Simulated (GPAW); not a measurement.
# Near-edge structure at the Al K edge of Al2Ru (I4/mmm)

Aim: the near-edge shape at the Al K edge of Al2Ru (I4/mmm), and what the core hole does to it.

Calculated with GPAW 26.7.0; X-ray absorption from dipole matrix elements to empty bands, plane-wave PAW LDA.

## (1) Starting point

The structure is tetragonal, space group I4/mmm (No. 139). The conventional cell has a = 3.121 Å, b = 3.121 Å, c = 8.444 Å, α = 90.00°, β = 90.00°, γ = 90.00°. Ru has 10 Al at 2.58 to 2.88 Å nearest. Nearest to Al lie 5 Ru at 2.58 to 2.88 Å and 5 Al at 2.69 Å. Farther neighbours are not listed.

Coordinates:

```cif
data_structure
_symmetry_space_group_name_H-M 'I4/mmm'
_symmetry_Int_Tables_number 139
_cell_length_a 3.1208
_cell_length_b 3.1208
_cell_length_c 8.4436
_cell_angle_alpha 90.000
_cell_angle_beta 90.000
_cell_angle_gamma 90.000
_cell_volume 82.24
loop_
_atom_site_label
_atom_site_type_symbol
_atom_site_symmetry_multiplicity
_atom_site_Wyckoff_symbol
_atom_site_fract_x
_atom_site_fract_y
_atom_site_fract_z
_atom_site_occupancy
Ru1 Ru 2 a 0.00000 0.00000 0.00000 1
Al1 Al 4 e 0.00000 0.00000 0.34080 1
```

## (2) Ground state of the crystal

A plain self-consistent run shows whether there is a gap, which decides the set-up of the core-hole run.

The input, scf.py:

```python
import numpy as np
from ase import Atoms
from ase.parallel import parprint, paropen
from gpaw import GPAW, PW, FermiDirac, Mixer, MixerDif, setup_paths
from gpaw.test import gen
setup_paths.insert(0, '.')
gen('Al', name='nch1s', xcname='LDA', corehole=(1, 0, 0), write_xml=True)
from gpaw.mpi import world
world.barrier()

atoms = Atoms('RuAl2',
    cell=[[-1.56042162, 1.56042162, 4.22180559],
     [1.56042162, -1.56042162, 4.22180559],
     [1.56042162, 1.56042162, -4.22180559]],
    scaled_positions=[[0, 0, 0],
     [0.34079781, 0.34079781, 0],
     [0.65920219, 0.65920219, 0]],
    pbc=True)
atoms.calc = calc = GPAW(legacy_gpaw=True, mode=PW(430), xc='LDA', setups={1: 'nch1s'},
    kpts={'size': (11, 11, 11), 'gamma': True}, occupations=FermiDirac(0.05),
    charge=0, mixer=Mixer(0.1, 5, 50), maxiter=150,
    convergence={'density': 0.0001}, txt='scf.txt')
energy = atoms.get_potential_energy() + calc.get_reference_energy()
ef = calc.get_fermi_level()
out = dict(energy=energy, fermi=ef, forces=atoms.get_forces().tolist())
parprint(f'all-electron energy {energy:.4f} eV, Fermi level {ef:.4f} eV')
ev = np.array([[calc.get_eigenvalues(k, s) for k in range(len(calc.get_ibz_k_points()))] for s in range(calc.get_number_of_spins())])
out['homo'], out['lumo'], out['counts'] = ev[ev < ef].max(), ev[ev > ef].min(), sorted(set((ev < ef).sum((0, 2)).tolist()))
out['filled'] = (ev[:, 0] < ef).sum(1).tolist()
import json
with paropen('out.json', 'w') as f:
    json.dump(out, f)
```

The run is started by

```console
$ OMP_NUM_THREADS=1 mpirun -n 4 gpaw python scf.py
```

Numbers of over 12 decimals in the logs are rounded to 6 here.

The log of the run:

```text
Input parameters:
  convergence: {density: 0.0001}
  kpts: {gamma: True,
         size: (11, 11, 11)}
  maxiter: 150
  mixer: {backend: pulay,
          beta: 0.1,
          method: separate,
          nmaxold: 5,
          weight: 50}
  mode: {ecut: 430.0,
         name: pw}
  occupations: {fixmagmom: False,
                name: fermi-dirac,
                width: 0.05}
  setups: {1: nch1s}

Initialize ...

[... PAW data sets ...]

Reference energy: -136280.257577  # eV

Spin-paired calculation

[... convergence settings ...]
Symmetries present (total): 8
  [... symmetry matrices ...]

1331 k-points: 11 x 11 x 11 Monkhorst-Pack grid
126 k-points in the irreducible part of the Brillouin zone
       k-points in crystal coordinates                weights
   0:     0.00000000    0.00000000    0.00000000          1/1331
   1:     0.09090909   -0.09090909    0.00000000          4/1331
   2:     0.09090909   -0.09090909    0.09090909          4/1331
   3:     0.09090909    0.00000000    0.00000000          8/1331
   4:     0.09090909    0.09090909   -0.09090909          2/1331
   5:     0.18181818   -0.18181818    0.00000000          4/1331
   6:     0.18181818   -0.18181818    0.09090909          8/1331
   7:     0.18181818   -0.18181818    0.18181818          4/1331
   8:     0.18181818   -0.09090909    0.00000000         16/1331
   9:     0.18181818   -0.09090909    0.09090909          8/1331
          ...
 125:     0.45454545    0.45454545    0.45454545          8/1331

Wave functions: Plane wave expansion
  Cutoff energy: 430.000 eV
  Number of coefficients (min, max): 803, 862
  Pulay-stress correction: 0.000000 eV/Ang^3 (de/decut=0.000000)
  Using FFTW library
  Wavefunction extrapolation:
    Improved wavefunction reuse through dual PAW basis

Occupation numbers: Fermi-Dirac:
  width: 0.0500  # eV

Eigensolver
   Davidson(niter=2)

Densities:
  Coarse grid: 24*24*24 grid
  Fine grid: 48*48*48 grid
  Total Charge: 0.000000

Density mixing:
  Method: separate
  Backend: pulay
  Linear mixing parameter: 0.1
  old densities: 5
  Width of damping distribution: 1.1
  Damping of long wavelength oscillations: 50

[... Hamiltonian set-up ...]
Number of atoms: 3
Number of atomic orbitals: 21
Number of bands in calculation: 18
Number of valence electrons: 22
Bands to converge: occupied

... initialized

Initializing position-dependent things.

Density initialized from atomic densities
Creating initial wave functions:
  18 bands from LCAO basis set

       Al

       Al

       Ru

Atomic positions and initial magnetic moments

Positions:
   0 Ru     0.000000    0.000000    0.000000    ( 0.0000,  0.0000,  0.0000)
   1 Al    -0.000000    0.000000    2.877564    ( 0.0000,  0.0000,  0.0000)
   2 Al     0.000000   -0.000000    5.566047    ( 0.0000,  0.0000,  0.0000)

Unit cell:
           periodic     x           y           z      points  spacing
  1. axis:    yes   -1.560422    1.560422    4.221806    24     0.1220
  2. axis:    yes    1.560422   -1.560422    4.221806    24     0.1220
  3. axis:    yes    1.560422    1.560422   -4.221806    24     0.0919

  Lengths:   4.763767   4.763767   4.763767
  Angles:  141.758456 141.758456  55.192812

Effective grid spacing dv^(1/3) = 0.1438

iter:   1   -22.347501
iter:   2   -21.721262   -1.74  -1.11
iter:   3   -21.356902   -1.53  -1.18
iter:   4   -21.434847   -1.95  -1.33
iter:   5   -21.383992   -1.38  -1.40
iter:   6   -21.246034   -2.34  -1.70
iter:   7   -21.238936   -3.05  -2.21
iter:   8   -21.238849c  -4.51  -2.85
iter:   9   -21.238679c  -4.58  -2.90
iter:  10   -21.238653c  -5.56  -3.35
iter:  11   -21.238652c  -7.31  -4.02c
iter:  12   -21.238650c  -7.69c -4.08c

Converged after 12 iterations.

Dipole moment: (0.000000, -0.000000, -0.000000) |e|*Ang

Energy contributions relative to reference atoms: (reference = -136280.257577)

Kinetic:        +11.356325
Potential:       -9.191660
External:        +0.000000
XC:             -23.185806
Entropy (-ST):   -0.002425
Local:           -0.216297
SIC:             +0.000000
--------------------------
Free energy:    -21.239863
Extrapolated:   -21.238650

Showing only first 2 kpts
 Kpt  Band  Eigenvalues  Occupancy
  0     9      7.92069    2.00000
  0    10      8.96517    2.00000
  0    11     12.25975    0.00000
  0    12     15.98038    0.00000

  1     9      8.61625    2.00000
  1    10      8.96954    2.00000
  1    11     12.21426    0.00000
  1    12     13.82951    0.00000

Fermi level: 9.86531

No gap
No difference between direct/indirect transitions

Forces in eV/Ang:
  0 Ru    0.00000    0.00000    0.00000
  1 Al    0.00000    0.00000    0.11232
  2 Al    0.00000    0.00000   -0.11232
Scalar-relativistic atomic LDA calculation for Al (Aluminium, Z=13)
Core hole in 1s state (1s occupation: 2.0)
450 radial gridpoints.
|------------------------------------------------|
|------------------------------------------------|
[... the atom generator's iteration count ...]

Energy contributions:
-------------------------
Kinetic:     +241.907748
XC:           -17.475820
Potential:   -466.184455
-------------------------
Total:       -241.752526

state      eigenvalue         ekin         rmax
-----------------------------------------------
1s^2.0 :   -55.275624    79.068605        0.079
2s^2.0 :    -3.950529    10.716381        0.498
2p^6.0 :    -2.562254     9.904148        0.428
3s^2.0 :    -0.287726     1.129441        2.062
3p^1.0 :    -0.102289     0.654006        2.636
-----------------------------------------------
(units: Bohr and Hartree)

Generating PAW setup
Kinetic energy of the core from tauc = 239.438228
Cutoffs:
rc(s)=2.050
rc(p)=2.050
rc(d)=2.050
rc(vbar)=1.845
rc(comp)=2.050
rc(nct)=2.050

Kinetic energy of the core states: 238.994859
Charge: 0.0
Core electrons: 10.0
Valence electrons: 3.0
Pseudo-core charge: 0.393537
Shape function alpha=2.380
Pseudo-electron charge 3.499916
state    eigenvalue         norm
--------------------------------
3s(2) :    -0.287726     1.053448
*s    :     0.712274
3p(1) :    -0.102289     0.999482
*p    :     0.897711
*d    :     0.000000
--------------------------------

Diagonalizing with gridspacing h=0.050

state   all-electron     PAW
-------------------------------
3s:      -0.287726    -0.287811
3p:      -0.102289    -0.102345
*d:                    0.027274
*f:                    0.064816
-------------------------------
all-electron energy -136301.4962 eV, Fermi level 9.8653 eV
```

It took 14 s on 4 MPI ranks of Arm Neoverse V2, shared host; peak memory 0.19 GiB.

The mesh shows no gap, so the system is treated as a metal and the core electron is put at the Fermi level (neutral cell).

## (3) Spectrum without a core hole, Al atom 2

Without a hole the spectrum is the empty density of states of the right symmetry on the absorber, weighted by matrix elements. It needs only the small cell and serves as the baseline. The data set with a hole of occupation 0 only carries the core orbital.

The absorber has 4 Ru at 2.58 Å, 5 Al at 2.69 Å, 1 Ru at 2.88 Å and 4 Al at 3.12 Å (14-fold, site symmetry 4mm).

The input, xas.py:

```python
import numpy as np
from ase import Atoms
from ase.parallel import parprint, paropen
from gpaw import GPAW, PW, FermiDirac, Mixer, MixerDif, setup_paths
from gpaw.test import gen
setup_paths.insert(0, '.')
gen('Al', name='nch1s', xcname='LDA', corehole=(1, 0, 0), write_xml=True)
from gpaw.mpi import world
world.barrier()

atoms = Atoms('RuAl2',
    cell=[[-1.56042162, 1.56042162, 4.22180559],
     [1.56042162, -1.56042162, 4.22180559],
     [1.56042162, 1.56042162, -4.22180559]],
    scaled_positions=[[0, 0, 0],
     [0.34079781, 0.34079781, 0],
     [0.65920219, 0.65920219, 0]],
    pbc=True)
atoms.calc = calc = GPAW(legacy_gpaw=True, mode=PW(430), xc='LDA', setups={1: 'nch1s'},
    kpts={'size': (15, 15, 15), 'gamma': True}, occupations=FermiDirac(0.1),
    charge=0, mixer=Mixer(0.1, 5, 50), maxiter=150,
    convergence={'density': 0.0001}, txt='scf.txt')
energy = atoms.get_potential_energy() + calc.get_reference_energy()
ef = calc.get_fermi_level()
out = dict(energy=energy, fermi=ef, forces=atoms.get_forces().tolist())
parprint(f'all-electron energy {energy:.4f} eV, Fermi level {ef:.4f} eV')
ev = np.array([[calc.get_eigenvalues(k, s) for k in range(len(calc.get_ibz_k_points()))] for s in range(calc.get_number_of_spins())])
out['homo'], out['lumo'], out['counts'] = ev[ev < ef].max(), ev[ev > ef].min(), sorted(set((ev < ef).sum((0, 2)).tolist()))
out['filled'] = (ev[:, 0] < ef).sum(1).tolist()

from ase.units import Ha
from gpaw.xas import dipole_matrix_elements
nb = int(calc.get_number_of_electrons() / 2) + 33
top = nb
nscf = calc.fixed_density(kpts={'size': (14, 14, 14), 'gamma': True},
    convergence={'eigenstates': 1.0}, txt='nscf.txt')
nscf.diagonalize_full_hamiltonian(nbands=nb)
cell = atoms.cell.array
ops = [cell.T @ U.T @ np.linalg.inv(cell.T) for U in nscf.wfs.kd.symmetry.op_scc]
E = np.arange(-25, 34, 0.1)
fwhm = np.interp(E, [4, 25], [0.9, 3.5])
Y, X, zero, highest = 0, 0, 1e9, 1e9
for spin in range(nscf.get_number_of_spins()):
    wfs = nscf.wfs
    A = dipole_matrix_elements(wfs.setups[1])
    eps = np.zeros((wfs.kd.nibzkpts, nb))
    d = np.zeros((3, A.shape[1], wfs.kd.nibzkpts, nb), complex)
    for kpt in wfs.kpt_u:
        if kpt.s == spin and 1 in kpt.P_ani:
            eps[kpt.k] = kpt.eps_n * Ha
            d[:, :, kpt.k] = (kpt.weight * wfs.nspins / 2) ** 0.5 * np.inner(A, kpt.P_ani[1])
    world.sum(eps)
    world.sum(d)
    T = np.einsum('amkn,bmkn->abkn', d, d.conj()).real
    T = sum(np.einsum('ai,ijkn,bj->abkn', R, T, R) for R in ops) / len(ops)
    empty = eps > ef
    zero, highest = min(zero, eps[empty].min()), min(highest, eps[:, top - 1].min())
    lines = [(eps, T, empty)] if spin == 0 else lines + [(eps, T, empty)]
for eps, T, empty in lines:
    f = np.einsum('aakn->akn', T).reshape(3, -1)
    x = eps.ravel() - zero
    w = np.interp(x, E, fwhm) / 2.35482
    g = np.exp(-0.5 * ((E[:, None] - x) / w) ** 2) / (w * (2 * np.pi) ** 0.5)
    Y = Y + (f * empty.ravel()) @ g.T
    X = X + (f * ~empty.ravel()) @ g.T
out.update(E=E.round(2).tolist(), xas=Y.tolist(), xes=X.tolist(), zero=zero, valid=highest - zero, nk=len(eps), nb=nb)
for i in range(0, len(E), 10):
    parprint(f'{E[i]:7.2f}', *(f'{v:10.3e}' for v in Y[:, i]))
import json
with paropen('out.json', 'w') as f:
    json.dump(out, f)
```

The run is started by

```console
$ OMP_NUM_THREADS=1 mpirun -n 4 gpaw python xas.py
```

The log of the run:

```text
Input parameters:
  convergence: {density: 0.0001}
  kpts: {gamma: True,
         size: (15, 15, 15)}
  maxiter: 150
  mixer: {backend: pulay,
          beta: 0.1,
          method: separate,
          nmaxold: 5,
          weight: 50}
  mode: {ecut: 430.0,
         name: pw}
  occupations: {fixmagmom: False,
                name: fermi-dirac,
                width: 0.1}
  setups: {1: nch1s}

Initialize ...

[...]
*p    :     0.897711
*d    :     0.000000
--------------------------------

Diagonalizing with gridspacing h=0.050

state   all-electron     PAW
-------------------------------
3s:      -0.287726    -0.287811
3p:      -0.102289    -0.102345
*d:                    0.027274
*f:                    0.064816
-------------------------------
all-electron energy -136301.4947 eV, Fermi level 9.8205 eV
[...]
32.00  6.587e-06  6.587e-06  5.805e-06
  33.00  7.178e-06  7.178e-06  6.671e-06
[key lines of the parts left out:]
Converged after 12 iterations.
Dipole moment: (0.000000, -0.000000, -0.000000) |e|*Ang
Free energy:    -21.244544
Fermi level: 9.82050
```

The job ended after 1.9 min (4 MPI ranks; peak memory 0.36 GiB).

The Al K spectrum, Al atom 2, no core hole (energy from the lowest empty level; intensity scaled to a mean of 1 over the first 20 eV; polarised curves are means over the symmetry-equivalent atoms):

```csv
E (eV),isotropic,ε ⊥ c,ε ∥ c
-2.0,0.00,0.00,0.00
-1.0,0.00,0.00,0.00
0.0,0.14,0.18,0.04
1.0,0.33,0.40,0.18
2.0,0.39,0.42,0.35
3.0,0.74,0.82,0.57
4.0,0.86,0.95,0.67
5.0,0.93,0.95,0.91
6.0,1.02,0.99,1.08
7.0,1.00,1.01,0.99
8.0,0.94,0.97,0.88
9.0,1.29,1.16,1.55
10.0,1.44,1.28,1.74
11.0,1.29,1.29,1.28
12.0,1.31,1.41,1.13
13.0,1.26,1.34,1.11
14.0,1.19,1.25,1.09
15.0,1.19,1.24,1.10
16.0,1.17,1.22,1.08
17.0,1.08,1.11,1.03
18.0,0.99,0.95,1.07
19.0,0.96,0.85,1.17
20.0,0.92,0.80,1.15
21.0,0.86,0.75,1.07
22.0,0.83,0.72,1.06
23.0,0.84,0.73,1.07
24.0,0.85,0.78,1.00
25.0,0.86,0.85,0.87
26.0,0.85,0.91,0.73
27.0,0.82,0.92,0.63
28.0,0.77,0.88,0.57
29.0,0.73,0.82,0.55
30.0,0.72,0.79,0.58
31.0,0.75,0.80,0.65
32.0,0.83,0.87,0.76
```

Main maxima below 24 eV (height): 6.4 eV (1.04), 9.8 eV (1.45) and 12.1 eV (1.32). A K edge sees empty p states on the absorber.

The same matrix elements for filled bands give the Al K emission of Al atom 2 (ground-state approximation; energy from the lowest empty level, largest value 1):

```
E (eV)  emission
-24.00      0.00
-23.25      0.00
-22.50      0.00
-21.75      0.00
-21.00      0.00
-20.25      0.00
-19.50      0.00
-18.75      0.00
-18.00      0.00
-17.25      0.00
-16.50      0.00
-15.75      0.00
-15.00      0.00
-14.25      0.00
-13.50      0.00
-12.75      0.00
-12.00      0.00
-11.25      0.00
-10.50      0.01
 -9.75      0.03
 -9.00      0.07
 -8.25      0.12
 -7.50      0.19
 -6.75      0.28
 -6.00      0.38
 -5.25      0.53
 -4.50      0.79
 -3.75      0.75
 -3.00      0.83
 -2.25      0.99
 -1.50      0.70
 -0.75      0.57
  0.00      0.17
  0.75      0.01
  1.50      0.00
  2.25      0.00
  3.00      0.00
```

Emission maxima: -4.2 eV (0.82) and -2.4 eV (1.00).

## (4) Reference energy of the supercell

The photon energy needs a difference of total energies, so the cell and mesh of the coming hole run are first run without a hole.

scf.py, as its differences from that of step 2:

```diff
@@ -10,12 +10,36 @@
 
-atoms = Atoms('RuAl2',
-    cell=[[-1.56042162, 1.56042162, 4.22180559],
-     [1.56042162, -1.56042162, 4.22180559],
-     [1.56042162, 1.56042162, -4.22180559]],
+atoms = Atoms('Ru9Al18',
+    cell=[[4.68126486, -4.68126486, -4.22180559],
+     [4.68126486, 4.68126486, 4.22180559],
+     [4.68126486, -4.68126486, 4.22180559]],
     scaled_positions=[[0, 0, 0],
-     [0.34079781, 0.34079781, 0],
-     [0.65920219, 0.65920219, 0]],
+     [0.33333333, 0, 0.33333333],
+     [0.33333333, 0.33333333, 0],
+     [0, 0.33333333, 0.66666667],
+     [0.66666667, 0, 0.66666667],
+     [0.66666667, 0.33333333, 0.33333333],
+     [0.66666667, 0.66666667, 0],
+     [0.33333333, 0.66666667, 0.66666667],
+     [0, 0.66666667, 0.33333333],
+     [0.65920219, 0, 0.34079781],
+     [0.99253552, 0, 0.67413114],
+     [0.99253552, 0.33333333, 0.34079781],
+     [0.65920219, 0.33333333, 0.00746448],
+     [0.32586886, 0, 0.00746448],
+     [0.32586886, 0.33333333, 0.67413114],
+     [0.32586886, 0.66666667, 0.34079781],
+     [0.99253552, 0.66666667, 0.00746448],
+     [0.65920219, 0.66666667, 0.67413114],
+     [0.34079781, 0, 0.65920219],
+     [0.67413114, 0, 0.99253552],
+     [0.67413114, 0.33333333, 0.65920219],
+     [0.34079781, 0.33333333, 0.32586886],
+     [0.00746448, 0, 0.32586886],
+     [0.00746448, 0.33333333, 0.99253552],
+     [0.00746448, 0.66666667, 0.65920219],
+     [0.67413114, 0.66666667, 0.32586886],
+     [0.34079781, 0.66666667, 0.99253552]],
     pbc=True)
-atoms.calc = calc = GPAW(legacy_gpaw=True, mode=PW(430), xc='LDA', setups={1: 'nch1s'},
-    kpts={'size': (11, 11, 11), 'gamma': True}, occupations=FermiDirac(0.05),
+atoms.calc = calc = GPAW(legacy_gpaw=True, mode=PW(430), xc='LDA', setups={9: 'nch1s'},
+    kpts={'size': (4, 4, 4), 'gamma': True}, occupations=FermiDirac(0.1),
     charge=0, mixer=Mixer(0.1, 5, 50), maxiter=150,
```

The run is started by

```console
$ OMP_NUM_THREADS=1 mpirun -n 4 gpaw python scf.py
```

The log of the run:

```text
Input parameters:
  convergence: {density: 0.0001}
  kpts: {gamma: True,
         size: (4, 4, 4)}
  maxiter: 150
  mixer: {backend: pulay,
          beta: 0.1,
          method: separate,
          nmaxold: 5,
          weight: 50}
  mode: {ecut: 430.0,
         name: pw}
  occupations: {fixmagmom: False,
                name: fermi-dirac,
                width: 0.1}
  setups: {9: nch1s}

Initialize ...

[...]
3s(2) :    -0.287726     1.053448
*s    :     0.712274
3p(1) :    -0.102289     0.999482
*p    :     0.897711
*d    :     0.000000
--------------------------------

Diagonalizing with gridspacing h=0.050

state   all-electron     PAW
-------------------------------
3s:      -0.287726    -0.287811
3p:      -0.102289    -0.102345
*d:                    0.027274
*f:                    0.064816
-------------------------------
all-electron energy -1226713.4644 eV, Fermi level 9.8484 eV
[key lines of the parts left out:]
Converged after 18 iterations.
Dipole moment: (0.000000, -0.000000, -0.000000) |e|*Ang
Free energy:   -191.215969
Fermi level: 9.84839
```

The job ended after 2.6 min (4 MPI ranks; peak memory 0.51 GiB; 10 min of CPU time).

Reference energy: -1226713.464 eV with the cores included.

(Continued in part 2 of 3.)

[Banner, clock and machine lines of the logs are left out without a mark of their own.]

[Logs are printed without paths, hosts, clocks, repeated set-up lines and the standing remarks that a program may print on its own settings, such as how far it seeks lower states.]

[Hosts, paths, dates, database ids (printed as entryN), source tags and the programs' standing remarks are cut or masked in the printed files.]

[Lists of maxima count a maximum above −3 eV only where it reaches 4 % of the highest in the window and stands out from its surroundings by 2 % of it (1.5 % where it reaches 55 %); shoulders and weaker maxima are passed over, and of the rest the first, up to two pre-edge ones and the few strongest are named.]
